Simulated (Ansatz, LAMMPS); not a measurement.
# Glassy 66P2O5-34MgO (mol %) (153 atoms): geometry optimisation, part 3 of 3

Wanted: the relaxed structure of glassy 66P2O5-34MgO (mol %) (153 atoms) and its electronic structure.

Ansatz 0.2.0; Kohn-Sham DFT, PBE, PAW (set soft_2), plane waves.

The cell: 38 P, 10 Mg and 105 O. The quench rate of 50 K/ps is orders of magnitude faster than experiment. The network of bonds at the start is that of the classical potential that made the cell. The Brillouin zone is sampled at Γ only, in a cell whose shortest periodic width is 13 Å.

So far, density (g/cm³): step 5 (distances and neighbours after relaxation) 2.48.

### Step 6. Single point at the relaxed geometry

One more single point at the end of the walk gives the fuller output and checks the residual forces.

File input.yaml:

```yaml
crystal:
  lattice:
    - [12.74765, 0.0, 0.0]
    - [0.0, 12.74765, 0.0]
    - [0.0, 0.0, 12.74765]
  atoms:
    - { symbol: P, position: [0.01986, 0.15487, 0.90744] }
    - { symbol: P, position: [0.55239, 0.46656, 0.93503] }
    - { symbol: P, position: [0.21902, 0.28175, 0.21198] }
    - { symbol: P, position: [0.52224, 0.11488, 0.70023] }
    - { symbol: P, position: [0.89039, 0.08475, 0.29287] }
    - { symbol: P, position: [0.65739, 0.12741, 0.05119] }
    - { symbol: P, position: [0.34292, 0.58727, 0.90121] }
    - { symbol: P, position: [0.13352, 0.55959, 0.00818] }
    - { symbol: P, position: [0.45882, 0.41931, 0.64672] }
    - { symbol: P, position: [0.90615, 0.62241, 0.29516] }
    - { symbol: P, position: [0.64684, 0.80881, 0.47459] }
    - { symbol: P, position: [0.97321, 0.28128, 0.20269] }
    - { symbol: P, position: [0.12596, 0.59129, 0.35565] }
    - { symbol: P, position: [0.22171, 0.70355, 0.53814] }
    - { symbol: P, position: [0.68871, 0.73543, 0.05676] }
    - { symbol: P, position: [0.4282, 0.80237, 0.55909] }
    - { symbol: P, position: [0.02312, 0.75898, 0.9651] }
    - { symbol: P, position: [0.81865, 0.71861, 0.84603] }
    - { symbol: P, position: [0.04946, 0.39528, 0.85366] }
    - { symbol: P, position: [0.55582, 0.62779, 0.67162] }
    - { symbol: P, position: [0.0884, 0.31996, 0.5254] }
    - { symbol: P, position: [0.15194, 0.0606, 0.749] }
    - { symbol: P, position: [0.33203, 0.99684, 0.41258] }
    - { symbol: P, position: [0.44244, 0.02774, 0.0108] }
    - { symbol: P, position: [0.83983, 0.0266, 0.94755] }
    - { symbol: P, position: [0.72406, 0.18242, 0.43005] }
    - { symbol: P, position: [0.71545, 0.87922, 0.69699] }
    - { symbol: P, position: [0.30782, 0.50115, 0.24936] }
    - { symbol: P, position: [0.51989, 0.10498, 0.33071] }
    - { symbol: P, position: [0.3358, 0.91087, 0.17625] }
    - { symbol: P, position: [0.32569, 0.23578, 0.01075] }
    - { symbol: P, position: [0.46302, 0.45283, 0.41627] }
    [... 115 atom lines left out ...]
    - { symbol: O, position: [0.53009, 0.36521, 0.38977] }
    - { symbol: O, position: [0.3489, 0.45589, 0.35672] }
    - { symbol: O, position: [0.57209, 0.7363, 0.04508] }
    - { symbol: O, position: [0.62421, 0.90152, 0.76516] }
    - { symbol: O, position: [0.56344, 0.99602, 0.31422] }
    - { symbol: O, position: [0.68372, 0.54114, 0.31524] }
kpoints:
  mp_grid: { grid: [1, 1, 1] }
hamiltonian:
  xc: pbe
scf:
  occupations: { method: fermi_dirac, width: 0.05 }
output:
  forces: true
  stress: true
  populations: true
  dos:
    method: { smearing: { sigma: 0.08 } }
    de: 0.1
    projected: { site_lists: { Mg: [Mg], O: [O], P: [P] } }
  eigenvalues: true
  write_density: true
  write_potential: true
  volumetric_format: npy
  elf: true
```

On the command line:

```console
> ansatz run input.yaml --threads 4 --pin off --max-ram 8192MiB --backend cpu --events-out ev --progress --plain --runs-dir out
```

Numbers of over 12 decimals in the logs are rounded to 6 here.

Output:

```text
[...]
Crystal: 153 atoms, lattice volume = 2071.526 Å³
Basis set: ecut = 420 eV, 40483 PW (Γ), exchange–correlation on 180×180×180 points (8 copies of the dense FFT grid, shifted against one another)
Bands: 613, of which v1, the nominal top of the filled ones, is band 460 counted from 1 (459 counted from 0)
Symmetry: 1 space group operations
[...]
k-points: 1
[...]
SCF iter   1: F=—  HF=-107593.940661 eV  |F-HF|=—  |Δ(HF+E_count)|=         —  Δρ=3.35e-3  dr2=2.83e-1  ethr=1.77e-3  ⟨swp⟩=7.0  Hψ=3117  notcnv=0  defer=114
[...]
SCF iter  10: F=-107593.911510 eV  HF=-107593.911510 eV  |F-HF|=4.32e-8  |Δ(HF+E_count)|=   1.32e-7  Δρ=2.26e-6  dr2=9.16e-8  ethr=1.09e-11  ⟨swp⟩=23.0  Hψ=6032  notcnv=0
SCF 1 converged in 10 iterations: F = -107593.911510 eV  dr2 = 9.16e-8
[...]
WARN: The input density's exchange-correlation potential varies sharply where the density is thin. Do not read a vacuum level from v_tot or v_xc, or from such a field of the output density. On a cell that repeats whose density bears no net charge and no dipole along the vacuum's axis use v_es (v_loc + v_h of the components); [...]
SCF converged after 10 iterations
Free energy (F): -107593.911510 eV
[...]
Internal energy: -107593.911510 eV  (E = F + TS)
E sigma→0 (E₀):  -107593.911510 eV
Fermi energy:    4.853310 eV
[...]
--- Forces (eV/Å), atoms counted from 1 ---
  atom   1  P     -0.00876518     0.00478157     0.00400962
  atom   2  P      0.00503332    -0.00728549    -0.00318295
  atom   3  P      0.00321994     0.00157178     0.00383763
  atom   4  P     -0.01005155    -0.00187467    -0.01477290
  atom   5  P     -0.00594540    -0.00255853    -0.00176948
  atom   6  P      0.00153998    -0.00247151    -0.00369175
  atom   7  P     -0.00631397    -0.00968893     0.00187070
  atom   8  P     -0.00423811     0.00296622    -0.00699193
  atom   9  P     -0.00959228     0.00008627    -0.00094034
  atom  10  P      0.00199834     0.00390140     0.00429461
  atom  11  P      0.00182604    -0.00057803    -0.00611920
  atom  12  P      0.00420394    -0.00035581     0.00261133
  atom  13  P      0.00315194    -0.00392840     0.00064238
  atom  14  P     -0.00500530     0.00605134    -0.00441287
[...]
atom 152  O      0.00150343    -0.00243356     0.00130757
  atom 153  O      0.00158989     0.00178852     0.00411188
  max |Σ_I F_I| component: 8.22e-5 eV/Å
--- Stress (GPa, compression-positive) ---
       -0.149567      -0.436658      -0.226979
       -0.436661      -2.511786      -0.255591
       -0.226979      -0.255587       0.863216
  P = ⅓ Tr σ = -0.5994 GPa (-5.994 kbar)
--- Band table (eV) ---
[...]
--- Löwdin populations: 153 sites ---
  site symbol       q [e]
     0      P      2.7815
     1      P      2.8822
     2      P      2.8326
[...]
152      O      6.7956
  spilling = 0.016438 (of n_electrons = 920.000000)
```

Elapsed: 77 s, on 4 threads of Arm Neoverse V1, shared host; peak memory 3.3 GiB.

The program notes that the exchange-correlation potential is rough where the density is thin.

The run gave:

| Item | Value |
| --- | --- |
| free energy | -107593.9115 eV |
| free energy per atom | -703.2282 eV/atom |
| SCF cycles | 10 |
| pressure | -0.5994 GPa |
| r.m.s. force component | 0.00424 eV/Å |
| longest force | 0.02416 eV/Å |
| Fermi energy | 4.853 eV |
| gap (highest filled to lowest empty level) | 3.61 eV |
| spilling of the projection | 0.01644 |

Löwdin charges by element and coordination (they lack the spilled electrons, 0.099 e an atom on average):

```csv
element,coordination,atoms,mean charge (e),spread,least,most
Mg,all,10,1.65,0.0074,1.64,1.66
Mg,4,4,1.65,0.0072,1.65,1.66
Mg,5,5,1.64,0.0043,1.64,1.65
Mg,6,1,1.64,0,1.64,1.64
O,all,105,-0.800,0.0862,-0.983,-0.678
O,1,16,-0.773,0.0364,-0.820,-0.702
O,2,85,-0.800,0.0882,-0.956,-0.678
O,3,4,-0.919,0.0852,-0.983,-0.774
P,all,38,2.18,0.0474,2.05,2.30
P,3,2,2.08,0.0361,2.05,2.12
P,4,35,2.18,0.0419,2.11,2.30
P,5,1,2.14,0,2.14,2.14
```

Density of states as counts of states in windows of 1 eV (from the Fermi level), total and the larger projections:

```
from (eV)  to (eV)  total   O p   P p  O s
      -14      -13   14.7   8.6   2.1  1.7
      -13      -12   17.8  10.9   3.0  1.6
      -12      -11   19.4  12.6   4.1  1.1
      -11      -10   22.1  15.2   5.4  0.6
      -10       -9   12.6   8.4   1.7  1.3
       -9       -8   41.8  29.3   4.3  5.4
       -8       -7   67.2  51.2   6.7  6.6
       -7       -6   83.9  70.3   6.2  4.7
       -6       -5   83.4  74.2   3.7  3.0
       -5       -4   94.3  86.6   3.3  2.0
       -4       -3  101.9  95.8   3.0  0.9
       -3       -2   55.3  52.6   1.2  0.3
       -2       -1    3.8   3.6   0.1  0.0
       -1        1    0.0   0.0   0.0  0.0
        1        2    2.0   0.2   0.1  0.5
        2        3    9.8   1.7   1.2  1.6
        3        4   24.2   4.7   5.9  3.3
        4        5   40.5   6.4  12.4  4.8
```

The curve was stored every 0.10 eV, coarse against its broadening of 0.08 eV, so these counts are rough.

Between -26 and -14 eV lie 222 more states.

About 80 of the 920 electrons lie in deeper levels, below the stored range.

The levels nearest the highest filled one (over half full), pooled over k-points and spins:

```
level less the highest filled one (eV)  occupation
                                -0.396           2
                                -0.309           2
                                -0.299           2
                                -0.244           2
                                -0.178           2
                                     0           2
                                  3.61           0
                                  4.32           0
                                  4.48           0
                                  4.55           0
                                  4.61           0
                                  4.75           0
```

Valence density in the bc plane at fractional x = 0.226, with atoms of P and Mg and O within 0.2 Å of it. It is the smooth field of the valence electrons, not physical close to the nuclei.

Ten steps, logarithmic in the rise over the least value, from '0' (0 e/Å³) to '9' (22 e/Å³), each cell a mean:
```
100000011110000000235531000000000023
100000012331000000012210000000000001
331000013331000000011100000000000023
753100001110000000122100000000000136
653110000000000001233210000000000135
322222221000000001122100000000000012
111245542000000257510000000000000000
001235531000000389731111000000000000
000012210000011246423554211233210000
000000000001233210025775422344310000
000000000001244210013454312333210000
111000000000122100000122212211000000
454200000000000000000001222100000002
676410000000000000000001221000000013
555310000000000000000111110000000012
111000011110000000012331000000000000
000000123321000000135663100000000000
000000123332222221235764100000000000
000000012212346642122331000000000000
100000012322346652100000000000002333
310000135542123321000000000000013676
210000257752100000000000000000013565
100000135541000000123320000000001232
100000012210000000245541000000000012
```
Columns run along b (12.7 Å), rows up along c (12.7 Å). Atoms in or near the plane, at fractional coordinates: P at (0.28, 0.21), P at (0.70, 0.54), Mg at (0.48, 0.68), O at (0.04, 0.43), O at (0.41, 0.20), O at (0.95, 0.12), O at (0.24, 0.09), O at (0.00, 0.83), O at (0.59, 0.28), O at (0.61, 0.60).

ELF in the bc plane at fractional x = 0.226, with atoms of P and Mg and O within 0.2 Å of it. It is the smooth field of the valence electrons, not physical close to the nuclei.

Values, 13 rows by 16 columns, each cell a mean:
```
0.09 0.03 0.04 0.40 0.53 0.23 0.02 0.05 0.44 0.61 0.28 0.01 0.01 0.05 0.02 0.13
0.75 0.33 0.06 0.58 0.75 0.31 0.01 0.05 0.28 0.27 0.06 0.01 0.00 0.02 0.18 0.69
0.71 0.38 0.27 0.17 0.10 0.04 0.07 0.14 0.71 0.72 0.22 0.01 0.00 0.00 0.29 0.75
0.29 0.52 0.77 0.68 0.08 0.03 0.06 0.24 0.21 0.20 0.09 0.01 0.08 0.06 0.02 0.15
0.14 0.29 0.71 0.51 0.05 0.24 0.26 0.25 0.27 0.71 0.67 0.21 0.61 0.63 0.08 0.20
0.05 0.03 0.05 0.03 0.12 0.74 0.81 0.29 0.37 0.72 0.67 0.21 0.67 0.71 0.13 0.03
0.63 0.52 0.05 0.13 0.05 0.35 0.43 0.10 0.05 0.21 0.37 0.26 0.22 0.10 0.02 0.24
0.65 0.78 0.13 0.03 0.03 0.01 0.01 0.03 0.06 0.09 0.32 0.44 0.09 0.00 0.05 0.56
0.42 0.34 0.12 0.52 0.49 0.13 0.02 0.04 0.25 0.60 0.38 0.09 0.03 0.01 0.04 0.14
0.01 0.01 0.26 0.67 0.51 0.39 0.57 0.44 0.52 0.67 0.79 0.14 0.01 0.02 0.07 0.05
0.40 0.02 0.10 0.44 0.31 0.52 0.72 0.69 0.14 0.28 0.23 0.02 0.04 0.09 0.51 0.62
0.62 0.03 0.34 0.74 0.71 0.27 0.36 0.22 0.05 0.08 0.04 0.00 0.01 0.16 0.76 0.73
0.11 0.02 0.09 0.47 0.49 0.15 0.01 0.07 0.56 0.69 0.44 0.02 0.00 0.04 0.30 0.32
```
Columns run along b (12.7 Å), rows up along c (12.7 Å). Atoms in or near the plane, at fractional coordinates: P at (0.28, 0.21), P at (0.70, 0.54), Mg at (0.48, 0.68), O at (0.04, 0.43), O at (0.41, 0.20), O at (0.95, 0.12), O at (0.24, 0.09), O at (0.00, 0.83), O at (0.59, 0.28), O at (0.61, 0.60).

Mean Löwdin charges: Mg +1.65, O -0.80, P +2.18 e (they miss 1.6 % of the electrons, so they add up to more than the cell's charge).

The surroundings of O138, which has 1 bonded neighbour where the commonest count for O is 2, nearest first, numbered as they follow in the input and with coordinates relative to it.

```csv
atom,x,y,z,distance (Å),bonds,Löwdin charge (e)
O138,0.00,0.00,0.00,0.00,1,-0.82
P25,-0.01,0.78,1.24,1.47,4,2.13
O125,-1.51,1.48,1.36,2.51,2,-0.72
O68,0.48,0.18,2.52,2.57,2,-0.90
O98,0.76,2.26,1.02,2.59,2,-0.71
O109,-0.71,0.03,-2.52,2.62,2,-0.71
O131,-0.66,-2.27,-1.29,2.69,2,-0.68
P27,-1.60,-1.09,-1.95,2.75,4,2.22
O71,1.16,-2.72,0.32,2.98,2,-0.69
O151,-2.76,-0.81,-1.08,3.08,2,-0.82
O56,2.50,1.70,-0.67,3.10,2,-0.71
P18,-0.28,-3.14,-0.05,3.16,4,2.30
O80,-1.24,-2.79,1.14,3.26,2,-0.72
P34,-0.23,1.63,-2.89,3.33,4,2.16
O49,-0.77,2.66,-1.96,3.39,2,-0.85
P1,2.28,2.42,0.73,3.41,4,2.22
O99,2.11,-1.81,-2.03,3.44,1,-0.78
```

The column of bonds counts only the pairs O-P within 2.11 Å, O-Mg within 2.58 Å; other neighbours, such as metal atoms beside each other in a compound, aren't counted, and periodic images can show an atom twice.

### Step 7. Results

* energy change in the relaxation: -154.8 meV/atom
* r.m.s. displacement: 0.678 Å
* largest displacement: 1.946 Å
* free energy per atom: -703.2282 eV/atom
* pressure: -0.5994 GPa
* r.m.s. force component: 0.00424 eV/Å
* gap (highest filled to lowest empty level): 3.61 eV
* wall time of the 3 DFT runs: 26 min

**Reading.** Relaxation lowers the energy by 155 meV/atom and moves atoms by 0.68 Å r.m.s.; the r.m.s. force component goes from 1.7 to 0.0042 eV/Å, the pressure goes from 2.2 to -0.60 GPa, and the gap from 0.735 to 3.61 eV. By the final cutoffs 6 of 198 bonded pairs parted and 6 joined. First to last step the energy falls by 23.688 eV; the largest move, 1.95 Å, is that of O112. The O-Mg bonds change most in mean length: from 2.098 Å (spread 0.135) to 2.059 Å (spread 0.121), and their number from 43 to 47. Counting bonds as in the table, 50 % of Mg atoms have 5, 81 % of O atoms have 2 and 92 % of P atoms have 4 bonded neighbours. 44 % of the oxygens bridge two formers (P) and 56 % are non-bridging. The highest filled and lowest empty levels differ by 3.61 eV (at Γ alone); a semilocal functional tends to put such gaps too low. In a disordered cell it changes from sample to sample, and tail or defect levels can set it.

What to keep in mind: The network of bonds at the start is that of the classical potential that made the cell; in DFT 6 of its 198 bonded pairs passed out of the cutoffs and 6 came within them. The stress is far from hydrostatic: its diagonal is -0.1, -2.5, 0.9 GPa, compression counted positive.

[Logs are printed without paths, hosts, clocks, repeated set-up lines and the standing remarks that a program may print on its own settings, such as how far it seeks lower states.]

[Hosts, paths, dates, database ids (printed as entryN), source tags and the programs' standing remarks are cut or masked in the printed files.]
